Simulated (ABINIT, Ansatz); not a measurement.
# Quasiparticle gap of PbO (P4/nmm) in ABINIT

Aim: the G0W0 gap of PbO (P4/nmm) on PBE, step by step.

Program: ABINIT 10.8.3. Level of theory: PBE and many-body steps on it, plane waves. Results are calculated unless marked as measured.

Most raw output is cut from this account.

The database entry behind the starting cell differs from later determinations by our own check (c about 1 % long), so it need not match the best structure at ambient conditions.

### 1. The starting structure

It takes space group P4/nmm (No. 129, tetragonal). Conventional cell: a = 3.975 Å, b = 3.975 Å, c = 5.023 Å, α = 90.00°, β = 90.00°, γ = 90.00°. Nearest to Pb lie 4 O at 2.32 Å. Nearest to O lie 4 Pb at 2.32 Å. Farther neighbours and most contacts between anions are not listed.

The cell and positions come from the Crystallography Open Database and are kept as given unless a step says otherwise. Spin-orbit coupling is left out unless a step names it.

### 2. Ground state

This step: ABINIT 10.8.3; DFT, PBE, plane waves, norm-conserving pseudopotentials.

The ground-state density comes first.

run.abi reads:

```
acell 3*1.0 Angstrom
rprim 
  3.974800000000 0.000000000000 0.000000000000
  0.000000000000 3.974800000000 0.000000000000
  0.000000000000 0.000000000000 5.022700000000
ntypat 2
znucl 82 8
natom 4
typat 1 1 2 2
xred 
  0.000000000000 0.500000000000 0.238514000000
  0.500000000000 0.000000000000 0.761486000000
  0.000000000000 0.000000000000 0.000000000000
  0.500000000000 0.500000000000 0.000000000000
pp_dirpath "pseudos"
pseudos "Pb.upf, O.upf"
ecut 36
ngkpt 6 6 4
nshiftk 1
shiftk 0 0 0
kptopt 1
chksymbreak 0
nband 26
occopt 1
tolvrs 1e-10
nstep 60
prtwf 0
optforces 0
optstress 0
indata_prefix "in"
outdata_prefix "out"
tmpdata_prefix "tmp"
```

The run is started by

```sh
$ OMP_NUM_THREADS=1 mpirun -n 8 abinit run.abi > log
```

It took 25 s on 8 MPI ranks of Arm Neoverse V2, shared host; peak memory 0.7 GiB; 3.3 min of CPU time.

Numbers from this step:

| Quantity | Value |
| --- | --- |
| total energy | -4730.2758 eV |
| gap | 1.154 eV |
| k of the valence top | 0, 0, 0 |
| k of the conduction bottom | 0.5, 0.5, 0 |
| least direct gap | 2.145 eV |

The gap is indirect, with the least direct gap 0.99 eV higher.

### 3. Bands along the symmetry lines

The cheap functional maps the bands first; the places of the edges decide which points the dearer methods must see.

run.abi reads:

```
acell 3*1.0 Angstrom
rprim 
  3.974800000000 0.000000000000 0.000000000000
  0.000000000000 3.974800000000 0.000000000000
  0.000000000000 0.000000000000 5.022700000000
ntypat 2
znucl 82 8
natom 4
typat 1 1 2 2
xred 
  0.000000000000 0.500000000000 0.238514000000
  0.500000000000 0.000000000000 0.761486000000
  0.000000000000 0.000000000000 0.000000000000
  0.500000000000 0.500000000000 0.000000000000
pp_dirpath "pseudos"
pseudos "Pb.upf, O.upf"
ecut 36
iscf -2
irdden 1
kptopt 0
nkpt 75
kpt 
  0.00000000 0.00000000 0.00000000
  0.00000000 0.06250000 0.00000000
  0.00000000 0.12500000 0.00000000
  0.00000000 0.18750000 0.00000000
  0.00000000 0.25000000 0.00000000
  0.00000000 0.31250000 0.00000000
  0.00000000 0.37500000 0.00000000
  0.00000000 0.43750000 0.00000000
  0.00000000 0.50000000 0.00000000
  0.06250000 0.50000000 0.00000000
  0.12500000 0.50000000 0.00000000
  0.18750000 0.50000000 0.00000000
  0.25000000 0.50000000 0.00000000
  0.31250000 0.50000000 0.00000000
  0.37500000 0.50000000 0.00000000
  0.43750000 0.50000000 0.00000000
  0.50000000 0.50000000 0.00000000
  0.43750000 0.43750000 0.00000000
  0.37500000 0.37500000 0.00000000
  0.31250000 0.31250000 0.00000000
  0.25000000 0.25000000 0.00000000
  0.18750000 0.18750000 0.00000000
  0.12500000 0.12500000 0.00000000
  0.06250000 0.06250000 0.00000000
  0.00000000 0.00000000 0.00000000
  0.00000000 0.00000000 0.06250000
  0.00000000 0.00000000 0.12500000
  0.00000000 0.00000000 0.18750000
  0.00000000 0.00000000 0.25000000
  0.00000000 0.00000000 0.31250000
  0.00000000 0.00000000 0.37500000
  0.00000000 0.00000000 0.43750000
  0.00000000 0.00000000 0.50000000
  0.00000000 0.06250000 0.50000000
  0.00000000 0.12500000 0.50000000
  0.00000000 0.18750000 0.50000000
  0.00000000 0.25000000 0.50000000
  0.00000000 0.31250000 0.50000000
  0.00000000 0.37500000 0.50000000
  0.00000000 0.43750000 0.50000000
  0.00000000 0.50000000 0.50000000
  0.06250000 0.50000000 0.50000000
  0.12500000 0.50000000 0.50000000
  0.18750000 0.50000000 0.50000000
  0.25000000 0.50000000 0.50000000
  0.31250000 0.50000000 0.50000000
  0.37500000 0.50000000 0.50000000
  0.43750000 0.50000000 0.50000000
  0.50000000 0.50000000 0.50000000
  0.43750000 0.43750000 0.50000000
  0.37500000 0.37500000 0.50000000
  0.31250000 0.31250000 0.50000000
  0.25000000 0.25000000 0.50000000
  0.18750000 0.18750000 0.50000000
  0.12500000 0.12500000 0.50000000
  0.06250000 0.06250000 0.50000000
  0.00000000 0.00000000 0.50000000
  0.00000000 0.50000000 0.00000000
  0.00000000 0.50000000 0.06250000
  0.00000000 0.50000000 0.12500000
  0.00000000 0.50000000 0.18750000
  0.00000000 0.50000000 0.25000000
  0.00000000 0.50000000 0.31250000
  0.00000000 0.50000000 0.37500000
  0.00000000 0.50000000 0.43750000
  0.00000000 0.50000000 0.50000000
  0.50000000 0.50000000 0.00000000
  0.50000000 0.50000000 0.06250000
  0.50000000 0.50000000 0.12500000
  0.50000000 0.50000000 0.18750000
  0.50000000 0.50000000 0.25000000
  0.50000000 0.50000000 0.31250000
  0.50000000 0.50000000 0.37500000
  0.50000000 0.50000000 0.43750000
  0.50000000 0.50000000 0.50000000
istwfk *1
nband 27
nbdbuf 2
tolwfr 1e-08
nstep 40
prtwf 0
prtvol 0
indata_prefix "in"
outdata_prefix "out"
tmpdata_prefix "tmp"
```

Elapsed: 24 s, on 8 MPI ranks; peak memory 0.69 GiB; 3.2 min of CPU time.

Numbers from this step:

* gap: 1.148 eV
* k of the valence top: 0.0625, 0.0625, 0
* k of the conduction bottom: 0.5, 0.5, 0
* least direct gap: 2.145 eV

The gap is 1.148 eV, −0.007 eV from the run before at this level.

Electronic bands along the path, in eV, zero at the top of the highest filled band:

| point | band 17 | band 18 | band 19 | band 20 | band 21 | band 22 | band 23 | band 24 |
| --- | --- | --- | --- | --- | --- | --- | --- | --- |
| Γ | -1.70 | -1.61 | -1.61 | -0.01 | 2.38 | 5.55 | 5.57 | 5.57 |
| halfway | -2.49 | -2.02 | -1.92 | -0.23 | 3.53 | 3.54 | 5.53 | 5.89 |
| X | -2.96 | -2.96 | -1.68 | -1.68 | 3.36 | 3.36 | 6.62 | 6.62 |
| halfway | -2.18 | -2.18 | -1.42 | -1.42 | 2.49 | 2.49 | 5.40 | 5.40 |
| M | -1.68 | -1.68 | -1.00 | -1.00 | 1.15 | 1.15 | 5.23 | 5.23 |
| halfway | -2.82 | -2.70 | -1.23 | -0.51 | 3.04 | 3.40 | 4.72 | 5.14 |
| Γ | -1.70 | -1.61 | -1.61 | -0.01 | 2.38 | 5.55 | 5.57 | 5.57 |
| halfway | -1.72 | -1.63 | -1.63 | -0.38 | 2.08 | 4.52 | 4.52 | 5.02 |
| Z | -1.74 | -1.64 | -1.64 | -0.99 | 2.02 | 3.96 | 3.96 | 4.28 |
| halfway | -2.32 | -2.04 | -1.14 | -0.96 | 2.29 | 3.12 | 4.59 | 6.56 |
| R | -2.93 | -2.93 | -1.01 | -1.01 | 3.05 | 3.05 | 6.27 | 6.27 |
| halfway | -1.71 | -1.71 | -1.49 | -1.49 | 3.41 | 3.41 | 4.59 | 4.59 |
| A | -2.26 | -2.26 | -1.00 | -1.00 | 3.39 | 3.39 | 4.74 | 4.74 |
| halfway | -2.75 | -1.59 | -1.22 | -1.08 | 2.47 | 3.66 | 3.84 | 6.39 |
| Z | -1.74 | -1.64 | -1.64 | -0.99 | 2.02 | 3.96 | 3.96 | 4.28 |
| jump to X | -2.96 | -2.96 | -1.68 | -1.68 | 3.36 | 3.36 | 6.62 | 6.62 |
| halfway | -2.94 | -2.94 | -1.30 | -1.30 | 3.20 | 3.20 | 6.45 | 6.45 |
| R | -2.93 | -2.93 | -1.01 | -1.01 | 3.05 | 3.05 | 6.27 | 6.27 |
| jump to M | -1.68 | -1.68 | -1.00 | -1.00 | 1.15 | 1.15 | 5.23 | 5.23 |
| halfway | -1.99 | -1.99 | -1.00 | -1.00 | 1.98 | 1.98 | 5.54 | 5.54 |
| A | -2.26 | -2.26 | -1.00 | -1.00 | 3.39 | 3.39 | 4.74 | 4.74 |

### 4. Empty states on the mesh, 4×4×2 mesh, 99 bands

The sums over transitions need many empty states on a uniform mesh; this step solves for them.

run.abi reads:

```
acell 3*1.0 Angstrom
rprim 
  3.974800000000 0.000000000000 0.000000000000
  0.000000000000 3.974800000000 0.000000000000
  0.000000000000 0.000000000000 5.022700000000
ntypat 2
znucl 82 8
natom 4
typat 1 1 2 2
xred 
  0.000000000000 0.500000000000 0.238514000000
  0.500000000000 0.000000000000 0.761486000000
  0.000000000000 0.000000000000 0.000000000000
  0.500000000000 0.500000000000 0.000000000000
pp_dirpath "pseudos"
pseudos "Pb.upf, O.upf"
ecut 36
ngkpt 4 4 2
nshiftk 1
shiftk 0 0 0
kptopt 1
chksymbreak 0
iscf -2
irdden 1
istwfk *1
nband 99
nbdbuf 8
tolwfr 1e-09
nstep 60
prtvol 0
indata_prefix "in"
outdata_prefix "out"
tmpdata_prefix "tmp"
```

The job ended after 28 s (8 MPI ranks; peak memory 0.65 GiB).

This step gave:

```yaml
gap: 1.154 eV
k_of_the_valence_top: 0, 0, 0
k_of_the_conduction_bottom: 0.5, 0.5, 0
least_direct_gap: 2.145 eV
k_points_computed: 12
lowest_point_of_the_top_converged_band_above_the_valence_top: 45.76 eV
```

On this mesh the gap is 1.154 eV.

### 5. Screening, 4×4×2 mesh, 91 bands, screening to 119.7 eV

The RPA dielectric matrix is built and inverted for each q.

This step: RPA screening on PBE, plane waves, norm-conserving pseudopotentials.

Edit run.abi of step 4 so:

```diff
@@ -22,10 +22,11 @@
 chksymbreak 0
-iscf -2
-irdden 1
 istwfk *1
-nband 99
-nbdbuf 8
-tolwfr 1e-09
-nstep 60
-prtvol 0
+occopt 1
+irdwfk 1
+optdriver 3
+nband 91
+ecuteps 4.4
+inclvkb 2
+awtr 1
+symchi 1
 indata_prefix "in"
```

Elapsed: 26 s, on 8 MPI ranks; peak memory 2.4 GiB.

This step gave:

```
ε∞ with local fields, on this mesh, along the program's q direction : 6.477
the same without local fields                                       : 7.396
plasma frequency                                                    : 26.36 eV
plane waves in the screening matrix                                 : 245
```

Local fields lower ε∞ by 12 %. On a Γ-centred mesh this coarse the value itself is usually too large, while a short band sum pulls it down.

### 6. Self-energy, 4×4×2 mesh, 91 bands, screening to 119.7 eV

The self-energy is evaluated for the states that the input lists, and the levels follow from it, in one-shot runs by the linearised quasiparticle equation.

This step: G0W0 on PBE, plane waves, norm-conserving pseudopotentials.

Edit run.abi of step 5 so:

```diff
@@ -25,8 +25,17 @@
 irdwfk 1
-optdriver 3
+optdriver 4
 nband 91
+gwcalctyp 0
+ecutsigx 36
+symsigma 1
+nkptgw 2
+kptgw 
+  0.0000000000 0.0000000000 0.0000000000
+  0.5000000000 0.5000000000 0.0000000000
+bdgw 
+  18 22
+  19 22
 ecuteps 4.4
-inclvkb 2
-awtr 1
-symchi 1
+irdscr 1
+ppmodel 1
 indata_prefix "in"
```

Run time: 6.1 s. Hardware: 8 MPI ranks; peak memory 1.4 GiB; 48 s of CPU time.

This step gave:

```
G0W0 gap on the points computed              : 1.128 eV
starting gap on the mesh                     : 1.154 eV
k of the valence top                         : 0, 0, 0
k of the conduction bottom                   : 0.5, 0.5, 0
Z at the valence top                         : 0.786
Z at the conduction bottom                   : 0.833
least direct G0W0 gap on the computed points : 1.825 eV
```

The gap on the mesh goes from 1.15 eV to 1.13 eV, a correction of −0.03 eV.

Limits: finite bands, cutoff and mesh; exchange with frozen shells missing; no spin-orbit coupling; coarse k mesh. v1 is the top filled band, c1 the lowest empty one. Levels before and after the correction, in eV, zero at the valence-band top of each column:

```
           conduction bottom  valence top
Kohn-Sham               1.15         0.00
     G0W0               1.13         0.00
```

```csv
,level,energy (eV)
Kohn-Sham,Γ v3-v2,-1.607
Kohn-Sham,Γ v1,0.000
Kohn-Sham,Γ c1,2.390
Kohn-Sham,Γ c2,5.561
Kohn-Sham,(0.5 0.5 0) v2-v1,-0.991
Kohn-Sham,(0.5 0.5 0) c1-c2,1.154
G0W0,Γ v3-v2,-1.504
G0W0,Γ v1,0.000
G0W0,Γ c1,2.509
G0W0,Γ c2,5.690
G0W0,(0.5 0.5 0) v2-v1,-0.697
G0W0,(0.5 0.5 0) c1-c2,1.128
```

### 7. Where the time went

Times are wall times on 8 MPI ranks of Arm Neoverse V2, shared host, good to a factor of about two.

```
                          step   time  share  memory (GiB)
                  ground state   25 s   23 %           0.7
bands along the symmetry lines   24 s   22 %          0.69
      empty states on the mesh   28 s   25 %          0.65
                     screening   26 s   24 %           2.4
                   self-energy  6.1 s    6 %           1.4
```

### 8. Outcome

| Property | Result |
| --- | --- |
| PBE gap | 1.15 eV, indirect |
| G0W0 gap on the mesh | 1.13 eV |
| GW settings | 4×4×2 mesh, 91 bands, screening to 119.7 eV, Godby-Needs plasmon pole |
| known limits | not at the basis limit; exchange with frozen shells missing; no spin-orbit coupling; coarse k mesh |

What this shows: G0W0 moves the gap on the mesh from 1.15 eV to 1.13 eV (−0.03 eV), with Z of 0.79 and 0.83 at the edges. Local fields lower the RPA ε∞ on this mesh from 7.40 to 6.48; a Γ-centred mesh this coarse tends to raise both, most where the direct gap is narrow, while a short band sum lowers them. Only 2 of the mesh's irreducible points were corrected, so a valley elsewhere could overtake. Bands and cutoff are finite, so the gap is not at the basis limit. The miss can reach some tenths of an eV and take either sign; the mesh is an error of its own. In the G0W0 run levels were corrected at 2 k points alone, so a gap called «on the mesh» is the least over those, and an edge elsewhere would be missed. The 4×4×2 mesh is coarse for this cell, which bears on the long-range parts of exchange and screening. Where an edge is built on 6p states of lead, bismuth or thallium, scalar-relativistic gaps usually stand too wide, by a few tenths to over one eV. The norm-conserving file of at least one element keeps a d shell over frozen s and p shells of the same row. Exchange with those shells is missing from the self-energy, an error of 0.3 to 0.9 eV in cases checked, whose sign depends on which edge lies on those atoms. The many-body steps are scalar-relativistic: spin-orbit coupling is not in them.

[Paths, hosts, dates, memory and timing lines, banners, echoed tables and standing remarks are left out of the program output.]

[Logs are printed without paths, hosts, clocks, repeated set-up lines and the standing remarks that a program may print on its own settings, such as how far it seeks lower states.]

[Runs of the session that timed out or met a known fault of the program may be left out.]

[Hosts, paths, dates, database ids (printed as entryN), source tags and the programs' standing remarks are cut or masked in the printed files.]

[G0W0 gaps are taken among the corrected bands and points alone; a level outside them can change the order at an edge.]

[Where Ansatz stands beside ABINIT at settings called matched, ABINIT's density can come from a denser mesh and the files from another edition; pairs whose starting gaps differed by over 0.03 eV were left out, so agreement reads better than it is.]
